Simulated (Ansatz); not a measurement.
In doubt: one-shot GW on d or f shells is unsure (in some of the runs), so the values of those runs are not to be relied on.

System: GaCuSe2 (I-42d).

```
Ga Cu Se
1.0
    -2.80955    2.80955    5.51300
     2.80955   -2.80955    5.51300
     2.80955    2.80955   -5.51300
Ga Cu Se
2 2 4
Direct
  0.50000 0.50000 0.00000
  0.25000 0.75000 0.50000
  0.00000 0.00000 0.00000
  0.75000 0.25000 0.50000
  0.37500 0.37562 0.50062
  0.62438 0.12500 0.99938
  0.87500 0.87438 0.49938
  0.12562 0.62500 0.00062
```

The cell and positions come from the Crystallography Open Database and are kept as given unless a step says otherwise.

Gaps computed with Ansatz 0.2.0 without a self-energy: PBE 0.23 eV, PBE+SOC 0.20 eV, r2SCAN 0.63 eV and HSE06 1.43 eV. The mean ε∞ by PBE perturbation theory is 11.17.

**Question.** What gap should G0W0 on PBE give (4×4×4 mesh, 1035 empty bands, screening to 190 eV, PAW set soft_1 files)?

About 0.65 eV: on its mesh the run moves the gap from 0.23 eV by +0.42 eV. Among the scalar-relativistic levels given, r2SCAN is nearest (−0.02 eV). One-shot corrections scale roughly with one over ε∞, here 0.09. Spin-orbit coupling is not in that value; its −0.03 eV at the PBE level would bring it to about 0.62 eV. Bands and cutoff are finite, so the gap is not at the basis limit. The miss can reach some tenths of an eV and take either sign; the mesh is an error of its own. The 4×4×4 mesh is coarse for this cell (its supercell is 27 Å along the shortest edge). The RPA ε∞ on it, from the PBE start, is 45.69 and 136.09; such meshes misread the long-range screening, most where the gap is narrow. The RPA ε∞ on this mesh reaches over 25; with a narrow direct gap a coarse mesh can overstate it, and the correction is then too small. A d shell, filled or nearly so, lies near the gap. One-shot GW converges very slowly in bands there, not always from below, and on a semilocal start the gap tends to come out low; starts rich in exact exchange can overshoot instead. The many-body steps are scalar-relativistic: spin-orbit coupling is not in them.

[Paths, hosts, dates, memory and timing lines, banners, echoed tables and standing remarks are left out of the program output.]

[Logs are printed without paths, hosts, clocks, repeated set-up lines and the standing remarks that a program may print on its own settings, such as how far it seeks lower states.]

[Runs of the session that timed out or met a known fault of the program may be left out.]

[Cells called generated may have been cut or substituted from an entry of the Crystallography Open Database or the Materials Project.]

[Hosts, paths, dates, database ids (printed as entryN), source tags and the programs' standing remarks are cut or masked in the printed files.]
